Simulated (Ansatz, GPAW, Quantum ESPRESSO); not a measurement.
# KMgF3: valence-band photoemission, part 2 of 2

Aim: the valence spectrum of KMgF3 from He I to hard X-rays, and which orbitals make each feature.

Ansatz 0.2.0, Quantum ESPRESSO 7.5 and GPAW 26.7.0; DFT, LDA, plane-wave PAW, default files, scalar-relativistic (the session's first sound run).

So far. Step 3 (Another volume): At this level the gap is 6.43 eV on the path. Step 4 (Quantum ESPRESSO: self-consistent run): At this level the gap is 6.96 eV on the k-mesh of the self-consistent run, which can miss the band edges.

## (6) Projected DOS and spectra

projwfc.x splits the states by atom and shell, which the spectra need, since each shell has its own cross section.

projwfc.in

```
&projwfc
  prefix = 'pes'
  outdir = './tmp'
  filpdos = 'pes'
  ngauss = 0
  degauss = 0.00735
  DeltaE = 0.05
  Emin = -21.39
  Emax = 20.61
/
```

Run with:

```console
OMP_NUM_THREADS=1 mpirun -n 2 projwfc.x -nk 2 -in projwfc.in > projwfc.out
```

Run time: 1.5 s. Hardware: 2 MPI ranks of Arm Neoverse V1, shared host; 3.1 s of CPU time.

Numbers from this step:

```yaml
gap_from_the_dos_mesh: 6.959 eV
share_of_occupied_states_in_no_projected_shell: 0.0056 of the occupied states in the window
```

The DOS has structure finer than the step of the table below, so its rows give means over 2 eV, whole bins alone (the curve runs from -21.5 to 18.2 eV). Peaks (eV: height): total -19.2: 16.3, -8.9: 21.5, -0.5: 11.4, 12.6: 7.22; F 2p -1.6: 6.27, -0.5: 11.2; K 3p -8.9: 20.9; K 4p 11.0: 1.06, 12.6: 0.609, 15.2: 0.901, 16.4: 1.98; Mg 3s -19.6: 0.294, 10.4: 0.403, 13.6: 0.979, 15.2: 1.19.

* holds the states left over by the projection beside any projected weight of its own. DOS against E, zero at the valence-band maximum; means over each step; 7 of 8 lines; values in states/eV/cell:

| E (eV) | total | F 2p | K 3p | K 4p | Mg 3s | Mg 3p* | K 4s |
| --- | --- | --- | --- | --- | --- | --- | --- |
| -20 | 2.81 | 0.00103 | 0.00391 | 0.132 | 0.0537 | 0.00366 | 0.0369 |
| -18 | 0.189 | 8.3e-5 | 9.9e-5 | 8.8e-4 | 1.4e-4 | 1.2e-4 | 3.7e-4 |
| -16 | 0 | 0 | 0 | 0 | 0 | 0 | 0 |
| -14 | 0 | 0 | 0 | 0 | 0 | 0 | 0 |
| -12 | 0 | 0 | 0 | 0 | 0 | 0 | 0 |
| -10 | 0.738 | 0.0159 | 0.715 | 0.00379 | 4.2e-4 | 0.00105 | 4.5e-4 |
| -8 | 2.26 | 0.0308 | 2.20 | 0.0203 | 0.00201 | 0.00200 | 0.00322 |
| -6 | 0 | 0 | 0 | 0 | 0 | 0 | 0 |
| -4 | 0.525 | 0.451 | 0 | 0.00148 | 0.0638 | 0.00307 | 5.5e-4 |
| -2 | 4.65 | 4.39 | 0 | 0.102 | 0.0320 | 0.0591 | 0.0560 |
| 0 | 3.82 | 3.75 | 0 | 0.0345 | 0.00125 | 0.0235 | 0.00483 |
| 2 | 0 | 0 | 0 | 0 | 0 | 0 | 0 |
| 4 | 0 | 0 | 0 | 0 | 0 | 0 | 0 |
| 6 | 0.00109 | 0 | 0 | 1.9e-5 | 2.2e-4 | 0 | 5.8e-4 |
| 8 | 0.235 | 0.0165 | 0 | 0.0504 | 0.0333 | 0.00290 | 0.0851 |
| 10 | 1.87 | 0.102 | 0 | 0.536 | 0.142 | 0.779 | 0.200 |
| 12 | 3.46 | 0.0718 | 0 | 0.443 | 0.0581 | 2.76 | 0.105 |
| 14 | 1.83 | 0.0552 | 0 | 0.185 | 0.263 | 1.01 | 0.308 |
| 16 | 3.00 | 0.0610 | 0 | 0.789 | 0.342 | 1.67 | 0.133 |

Maxima picked by a test of local sharpness, so broad peaks and shoulders can be missing; peaks within 0.45 eV of a curve's cut are left out. Valence peaks, by row:

| photon energy (eV) | binding energy (eV) | height (% of the maximum within 13 eV) | main shell | its share (%) |
| --- | --- | --- | --- | --- |
| 21.2 | 1.594 | 67.26 | F 2p | 99.89 |
| 21.2 | 0.4938 | 100 | F 2p | 99.98 |
| 150 | 19.19 | 93.19 | F 2s | 99.67 |
| 150 | 8.894 | 100 | K 3p | 97.68 |
| 150 | 2.894 | 18.29 | F 2p | 98.05 |
| 150 | 1.594 | 57.12 | F 2p | 99.31 |
| 150 | 0.4938 | 84.57 | F 2p | 99.82 |
| 250 | 19.19 | 91.08 | F 2s | 99.69 |
| 250 | 8.894 | 100 | K 3p | 98.49 |
| 250 | 1.594 | 32.31 | F 2p | 98.83 |
| 250 | 0.4938 | 47.66 | F 2p | 99.7 |
| 1487 | 19.19 | 128.2 | F 2s | 99.73 |
| 1487 | 8.894 | 100 | K 3p | 99.08 |
| 1487 | 0.4938 | 11.4 | F 2p | 98.47 |
| 5415 | 19.19 | 216.5 | F 2s | 99.73 |
| 5415 | 8.894 | 100 | K 3p | 98.73 |
| 5415 | 0.4938 | 5.676 | F 2p | 95.16 |

Spectra as before, but with a recipe of its own (widths, and in some runs the light), which changes peak heights and what is resolved: Gaussian 0.1 eV, Lorentzian 0.2 eV plus 0 times the binding energy, unpolarised light, analyser at 54.7°, Fermi edge at 300 K; some photon energies differ too.

## (7) Quantum ESPRESSO: bands

The bands are solved at chosen points on the fixed potential.

bands.in

```
&control
  calculation = 'bands'
  prefix = 'pes'
  outdir = './tmp'
  pseudo_dir = './pp'
  verbosity = 'high'
/
&system
  ibrav = 0
  nat = 5
  ntyp = 3
  ecutwfc = 40.0
  ecutrho = 200.0
  occupations = 'smearing'
  nbnd = 34
  smearing = 'fd'
  degauss = 0.00147
/
&electrons
  conv_thr = 5e-09
  mixing_beta = 0.5
  electron_maxstep = 120
  diago_full_acc = .true.
/
ATOMIC_SPECIES
K 39.0983 k_lda_v1.4.uspp.F.UPF
Mg 24.3050 mg_lda_v1.4.uspp.F.UPF
F 18.9984 f_lda_v1.4.uspp.F.UPF
CELL_PARAMETERS angstrom
 3.985900000 0.000000000 0.000000000
 0.000000000 3.985900000 0.000000000
 0.000000000 0.000000000 3.985900000
ATOMIC_POSITIONS crystal
K 0.500000000 0.500000000 0.500000000
Mg 0.000000000 0.000000000 0.000000000
F 0.000000000 0.000000000 0.500000000
F 0.000000000 0.500000000 0.000000000
F 0.500000000 0.000000000 0.000000000
K_POINTS crystal
92
 0.00000000 0.00000000 0.00000000 1
 0.00000000 0.03333333 0.00000000 1
 0.00000000 0.06666667 0.00000000 1
 0.00000000 0.10000000 0.00000000 1
 0.00000000 0.13333333 0.00000000 1
 0.00000000 0.16666667 0.00000000 1
 ! [... 84 more points ...]
 0.50000000 0.50000000 0.03333333 1
 0.50000000 0.50000000 0.00000000 1
```

Run with:

```console
OMP_NUM_THREADS=1 mpirun -n 2 pw.x -nk 2 -in bands.in > bands.out
```

Run time: 44 s. Hardware: 2 MPI ranks.

This step gave:

```
gap on the path              : 6.959 eV
least direct gap on the path : 7.282 eV
valence top on path          : -1.00e-4 eV
```

The electronic bands at the labelled points (eV, zero at the valence-band maximum; v1 is the highest filled band, c1 the lowest empty one):

| point | v4 | v3 | v2 | v1 |
| --- | --- | --- | --- | --- |
| Γ | -0.64 | -0.32 | -0.32 | -0.32 |
| 0.47 of the way | -0.75 | -0.75 | -0.42 | -0.42 |
| X | -0.88 | -0.88 | -0.54 | -0.54 |
| 0.53 of the way | -0.99 | -0.80 | -0.69 | -0.25 |
| M | -1.08 | -0.91 | -0.91 | -0.02 |
| 0.53 of the way | -0.84 | -0.61 | -0.56 | -0.33 |
| Γ | -0.64 | -0.32 | -0.32 | -0.32 |
| 0.47 of the way | -1.20 | -0.36 | -0.36 | -0.36 |
| R | -1.13 | 0.00 | 0.00 | 0.00 |
| 0.53 of the way | -1.08 | -0.44 | -0.41 | -0.26 |
| X | -0.88 | -0.88 | -0.54 | -0.54 |
| jump to R | -1.13 | 0.00 | 0.00 | 0.00 |
| 0.47 of the way | -1.14 | -0.29 | -0.29 | -0.01 |
| M | -1.08 | -0.91 | -0.91 | -0.02 |

## (8) The same cell in GPAW

This step: DFT, LDA, PAW datasets of GPAW, plane waves, scalar-relativistic (GPAW 26.7.0).

GPAW, with its own PAW datasets and plane waves, is a further check on the main run's cell.

run.py

```python
import json
import numpy as np
from ase import Atoms
from ase.parallel import paropen
from gpaw import GPAW, PW, FermiDirac, Mixer, MixerDif, setup_paths

atoms = Atoms(['K', 'Mg', 'F', 'F', 'F'],
              cell=[[3.9859, 0.0, 0.0], [0.0, 3.9859, 0.0], [0.0, 0.0, 3.9859]],
              scaled_positions=[[0.5, 0.5, 0.5], [0.0, 0.0, 0.0], [0.0, 0.0, 0.5], [0.0, 0.5, 0.0], [0.5, 0.0, 0.0]],
              pbc=(True, True, True))
params = dict(mode=PW(500),
              xc='LDA',
              kpts={'size': (6, 6, 6), 'gamma': True},
              occupations=FermiDirac(0.02),
              nbands=-14,
              maxiter=200,
              txt='gs.txt')
atoms.calc = calc = GPAW(**params)
atoms.get_potential_energy()
ef = calc.get_fermi_level()
nk, ns = len(calc.get_ibz_k_points()), calc.get_number_of_spins()
out = dict(free=atoms.get_potential_energy(force_consistent=True), ef=ef, nel=calc.get_number_of_electrons(), cell=atoms.cell[:], frac=atoms.get_scaled_positions(wrap=False),
           eig=[[calc.get_eigenvalues(k, s) for k in range(nk)] for s in range(ns)], forces=atoms.get_forces(apply_constraint=False))
dense = calc.fixed_density(kpts={'size': (10, 10, 10), 'gamma': True}, txt='dos.txt')
out['eig_dense'] = [[dense.get_eigenvalues(k, s) for k in range(len(dense.get_ibz_k_points()))] for s in range(ns)]
dos = dense.dos(shift_fermi_level=False)
e = ef + np.arange(-30, 12, 0.05)
out['e'], out['dos'] = e - ef, dos.raw_dos(e, width=0.1)
kpts = [[0.0, 0.0, 0.0], [0.0, 0.033333, 0.0], [0.0, 0.066667, 0.0], [0.0, 0.1, 0.0], ..., [0.5, 0.5, 0.0]]  # list cut here
bands = calc.fixed_density(kpts=kpts, symmetry='off', txt='bands.txt', convergence={'bands': -3})
out['band_e'] = [[bands.get_eigenvalues(k, s) for k in range(len(kpts))] for s in range(ns)]
with paropen('out.json', 'w') as f:
    json.dump(out, f, default=lambda a: a.tolist())
```

Run with:

```console
OMP_NUM_THREADS=1 mpirun -n 2 gpaw python run.py > run.log
```

Elapsed: 98 s, on 2 MPI ranks.

Numbers from this step:

| Item | Value |
| --- | --- |
| free energy | -26.70 eV |
| Fermi energy | 2.556 eV |
| gap on the path | 6.965 eV |
| least direct gap on the path | 7.291 eV |
| valence top on path | 0.0022 eV |
| gap from the DOS mesh | 6.967 eV |

The electronic bands at the labelled points (eV, zero at the valence-band maximum; v1 is the highest filled band, c1 the lowest empty one):

| point | v4 | v3 | v2 | v1 |
| --- | --- | --- | --- | --- |
| Γ | -0.63 | -0.32 | -0.32 | -0.32 |
| 0.47 of the way | -0.75 | -0.75 | -0.42 | -0.42 |
| X | -0.89 | -0.89 | -0.54 | -0.54 |
| 0.53 of the way | -0.99 | -0.80 | -0.68 | -0.25 |
| M | -1.08 | -0.92 | -0.92 | -0.02 |
| 0.53 of the way | -0.84 | -0.61 | -0.56 | -0.33 |
| Γ | -0.63 | -0.32 | -0.32 | -0.32 |
| 0.47 of the way | -1.20 | -0.36 | -0.36 | -0.36 |
| R | -1.14 | 0.00 | 0.00 | 0.00 |
| 0.53 of the way | -1.07 | -0.43 | -0.40 | -0.26 |
| X | -0.89 | -0.89 | -0.54 | -0.54 |
| jump to R | -1.14 | 0.00 | 0.00 | 0.00 |
| 0.47 of the way | -1.13 | -0.28 | -0.28 | -0.01 |
| M | -1.08 | -0.92 | -0.92 | -0.02 |

The DOS has structure finer than the step of the table below, so its rows give means over 0.5 eV, whole bins alone (the curve runs from -21.0 to 7.92 eV). Peaks (eV: height): -19.18: 16.6, -8.88: 21.9, -0.48: 11.2.

The DOS by E, zero at the valence-band maximum; means over each step:

E (eV), DOS (states/eV/cell) and a bar:
```
    -20.5        0.0 
    -20.0        0.2 #
    -19.5        5.8 ###############
    -19.0        6.0 ################
    -18.5        0.0 
    -18.0        0.0 
    -17.5        0.0 
    -17.0        0.0 
    -16.5        0.0 
    -16.0        0.0 
    -15.5        0.0 
    -15.0        0.0 
    -14.5        0.0 
    -14.0        0.0 
    -13.5        0.0 
    -13.0        0.0 
    -12.5        0.0 
    -12.0        0.0 
    -11.5        0.0 
    -11.0        0.0 
    -10.5        0.0 
    -10.0        0.0 
     -9.5        0.0 
     -9.0       11.3 ##############################
     -8.5        0.6 ##
     -8.0        0.0 
     -7.5        0.0 
     -7.0        0.0 
     -6.5        0.0 
     -6.0        0.0 
     -5.5        0.0 
     -5.0        0.0 
     -4.5        0.0 
     -4.0        0.2 
     -3.5        1.0 ###
     -3.0        2.0 #####
     -2.5        2.1 ######
     -2.0        5.7 ###############
     -1.5        6.3 #################
     -1.0        7.0 ###################
     -0.5        9.4 #########################
      0.0        2.5 #######
      0.5        0.0 
      1.0        0.0 
      1.5        0.0 
      2.0        0.0 
      2.5        0.0 
      3.0        0.0 
      3.5        0.0 
      4.0        0.0 
      4.5        0.0 
      5.0        0.0 
      5.5        0.0 
      6.0        0.0 
      6.5        0.0 
      7.0        0.0 
      7.5        0.1
```

## (9) GPAW with atomic orbitals

This step: DFT, LDA, PAW datasets of GPAW, numerical atomic orbitals (LCAO), scalar-relativistic (GPAW 26.7.0).

An atomic-orbital basis pays off in large cells; this run shows what it costs in accuracy.

Edit run.py of step 8 so:

```diff
@@ -10,3 +10,3 @@
               pbc=(True, True, True))
-params = dict(mode=PW(500),
+params = dict(mode='lcao',
               xc='LDA',
@@ -16,3 +16,5 @@
               maxiter=200,
-              txt='gs.txt')
+              txt='gs.txt',
+              basis='dzp',
+              h=0.2)
 atoms.calc = calc = GPAW(**params)
@@ -29,3 +31,3 @@
 kpts = [[0.0, 0.0, 0.0], [0.0, 0.033333, 0.0], [0.0, 0.066667, 0.0], [0.0, 0.1, 0.0], ..., [0.5, 0.5, 0.0]]  # list cut here
-bands = calc.fixed_density(kpts=kpts, symmetry='off', txt='bands.txt', convergence={'bands': -3})
+bands = calc.fixed_density(kpts=kpts, symmetry='off', txt='bands.txt')
 out['band_e'] = [[bands.get_eigenvalues(k, s) for k in range(len(kpts))] for s in range(ns)]
```

Run time: 2.6 min. Hardware: 2 MPI ranks; 5.1 min of CPU time.

This step gave:

| Quantity | Value |
| --- | --- |
| free energy | -25.13 eV |
| Fermi energy | 3.055 eV |
| gap on the path | 6.787 eV |
| least direct gap on the path | 7.146 eV |
| valence top on path | 0 eV |
| gap from the DOS mesh | 6.787 eV |

The electronic bands at the labelled points (eV, zero at the valence-band maximum; v1 is the highest filled band, c1 the lowest empty one):

| point | v4 | v3 | v2 | v1 |
| --- | --- | --- | --- | --- |
| Γ | -0.65 | -0.36 | -0.36 | -0.36 |
| 0.47 of the way | -0.75 | -0.68 | -0.45 | -0.45 |
| X | -0.90 | -0.72 | -0.55 | -0.55 |
| 0.53 of the way | -0.98 | -0.76 | -0.70 | -0.24 |
| M | -0.94 | -0.93 | -0.93 | 0.00 |
| 0.53 of the way | -0.77 | -0.62 | -0.59 | -0.35 |
| Γ | -0.65 | -0.36 | -0.36 | -0.36 |
| 0.47 of the way | -1.19 | -0.37 | -0.37 | -0.36 |
| R | -1.19 | 0.00 | 0.00 | 0.00 |
| 0.53 of the way | -1.10 | -0.42 | -0.40 | -0.25 |
| X | -0.90 | -0.72 | -0.55 | -0.55 |
| jump to R | -1.19 | 0.00 | 0.00 | 0.00 |
| 0.47 of the way | -1.19 | -0.27 | -0.27 | 0.00 |
| M | -0.94 | -0.93 | -0.93 | 0.00 |

The DOS has structure finer than the step of the table below, so its rows give means over 0.5 eV, whole bins alone (the curve runs from -21.0 to 7.96 eV). Peaks (eV: height): -19.24: 15.9, -9.14: 24.0, -0.44: 11.7.

The DOS by E, zero at the valence-band maximum; means over each step:

| E (eV) | DOS (states/eV/cell) |
| --- | --- |
| -20.5 | 0 |
| -20.0 | 0.473 |
| -19.5 | 6.73 |
| -19.0 | 4.79 |
| -18.5 | 5.0e-5 |
| -18.0 | 0 |
| -17.5 | 0 |
| -17.0 | 0 |
| -16.5 | 0 |
| -16.0 | 0 |
| -15.5 | 0 |
| -15.0 | 0 |
| -14.5 | 0 |
| -14.0 | 0 |
| -13.5 | 0 |
| -13.0 | 0 |
| -12.5 | 0 |
| -12.0 | 0 |
| -11.5 | 0 |
| -11.0 | 0 |
| -10.5 | 0 |
| -10.0 | 0 |
| -9.5 | 2.33 |
| -9.0 | 9.66 |
| -8.5 | 5.3e-4 |
| -8.0 | 0 |
| -7.5 | 0 |
| -7.0 | 0 |
| -6.5 | 0 |
| -6.0 | 0 |
| -5.5 | 0 |
| -5.0 | 0 |
| -4.5 | 9.9e-4 |
| -4.0 | 0.329 |
| -3.5 | 1.23 |
| -3.0 | 1.91 |
| -2.5 | 2.39 |
| -2.0 | 5.57 |
| -1.5 | 5.98 |
| -1.0 | 6.66 |
| -0.5 | 9.53 |
| 0.0 | 2.38 |
| 0.5 | 3.9e-4 |
| 1.0 | 0 |
| 1.5 | 0 |
| 2.0 | 0 |
| 2.5 | 0 |
| 3.0 | 0 |
| 3.5 | 0 |
| 4.0 | 0 |
| 4.5 | 0 |
| 5.0 | 0 |
| 5.5 | 0 |
| 6.0 | 0 |
| 6.5 | 0.00165 |
| 7.0 | 0.0769 |
| 7.5 | 0.174 |

## (10) Cross-check between programs

Each program ran the same cell and functional with its own potentials and basis. Levels are from each run's zero of energy. The LCAO run uses a double-zeta polarised basis, which isn't converged: its levels can miss those of plane waves by tenths of an eV or more, filled ones included.

| quantity | Ansatz | QE | GPAW | GPAW LCAO |
| --- | --- | --- | --- | --- |
| gap on the path (eV) | 6.98 | 6.96 | 6.96 | 6.79 |

## (11) Another try

In this try the input is made faulty on purpose, to show what that does.

This step: DFT, LDA, plane-wave PAW, default files, scalar-relativistic; changed: accuracy = "yes please", scf.max_iter = 80 (Ansatz 0.2.0).

input.yaml

```yaml
crystal:
  lattice:
    - [3.9859, 0.0, 0.0]
    - [0.0, 3.9859, 0.0]
    - [0.0, 0.0, 3.9859]
  atoms:
    - { symbol: K, position: [0.5, 0.5, 0.5] }
    - { symbol: Mg, position: [0.0, 0.0, 0.0] }
    - { symbol: F, position: [0.0, 0.0, 0.5] }
    - { symbol: F, position: [0.0, 0.5, 0.0] }
    - { symbol: F, position: [0.5, 0.0, 0.0] }
kpoints:
  mp_grid: { grid: [6, 6, 6] }
scf:
  occupations: { method: fermi_dirac, width: 0.02 }
  n_extra_bands: 14
  max_iter: 80
hamiltonian:
  xc: lda
  pseudopotentials: { kind: paw }
output:
  forces: true
  stress: true
  dos:
    projected: true
    de: 0.05
    e_range: [-30, 12]
    nscf_kmesh: { grid: [12, 12, 12] }
accuracy: "yes please"
```

Run with:

```console
ansatz run input.yaml --threads 2 --pin off --max-ram 6144MiB --backend cpu --events-out ev --progress --plain --runs-dir out
```

Elapsed: 0.02 s, on 2 threads; peak memory 0.022 GiB.

The input was rejected at the start.

The program's message: “Error: YAML parse error: error: line 29 column 1: unknown variant `yes please`, expected one of low, medium, high”

The change that led to it: accuracy = "yes please".

## (12) Another try

This step: DFT, LDA, plane-wave PAW, default files, scalar-relativistic; changed: scf.max_iter = 2.5 (Ansatz 0.2.0).

Edit input.yaml of step 11 so:

```diff
@@ -16,3 +16,3 @@
   n_extra_bands: 14
-  max_iter: 80
+  max_iter: 2.5
 hamiltonian:
@@ -28,2 +28 @@
     nscf_kmesh: { grid: [12, 12, 12] }
-accuracy: "yes please"
```

It took 0.02 s on 2 threads; peak memory 0.021 GiB.

The program refused the input before any cycle.

The program's message: “Error: YAML parse error: error: line 17 column 13: invalid u64”

The change that led to it: scf.max_iter = 2.5.

## (13) Results

```yaml
least_gap_on_the_mesh_and_the_path: 6.98 eV
strongest_listed_peak_within_13_ev_of_the_zero_at_1486p7_ev: 8.9 eV binding, mostly K 3p
strongest_listed_peak_within_13_ev_of_the_zero_at_21p2_ev: 0.6 eV binding, mostly F 2p
lda_7p6_s_on_2_threads: gap 6.98 eV, highest Al Kα peak within 13 eV at 8.9 eV (K 3p)
volume_x_1p08_7_s_on_2_threads: gap 6.43 eV, highest Al Kα peak within 13 eV at 9.1 eV (K 3p)
qe: gap 6.96 eV, highest Al Kα peak within 13 eV at 8.9 eV (K 3p)
```

KMgF3 is an insulator or semiconductor at the base level (gap 6.98 eV), and its valence spectrum changes with photon energy as the shells' cross sections do. At 1486.7 eV the valence spectrum has its highest listed peak within 13 eV at 8.9 eV (K 3p), and the deeper F 2s line at 19.2 eV is higher still. The shell named is the one with most of the intensity, cross sections included, not always the one with most states there. In the main run, from 1486.7 eV towards hard X-rays the K 3s share grows by 23 points, as its cross section falls more slowly with photon energy than those of the shells it gains on. With volume scaled by 1.08, the gap on the path moves from 6.98 to 6.43 eV. The plane-wave programs agree on the gap on the path to 0.02 eV. At 21.2 eV the area is led by F 2p (100 %), at 9251.7 eV by F 2s (50 %), a shell that the model's window at 21.2 eV leaves out. Kohn–Sham levels aren't quasiparticle energies, so peak positions are approximate. Each run has its own recipe for the spectra (widths, photon energies, in some runs the light), so peak heights and places can differ between runs for that reason too. Semilocal Kohn–Sham gaps are too small as a rule.

[Logs are printed without paths, hosts, clocks, repeated set-up lines and the standing remarks that a program may print on its own settings, such as how far it seeks lower states.]

[Hosts, paths, dates, database ids (printed as entryN), source tags and the programs' standing remarks are cut or masked in the printed files.]

[Maps of the electrostatic potential energy from Ansatz leave out the sawtooth potential of an applied field or a dipole correction, so their vacuum need not be flat; work functions include it.]

[Peak lists hold at most the 14 tallest peaks of each spectrum; further lines can be left out.]
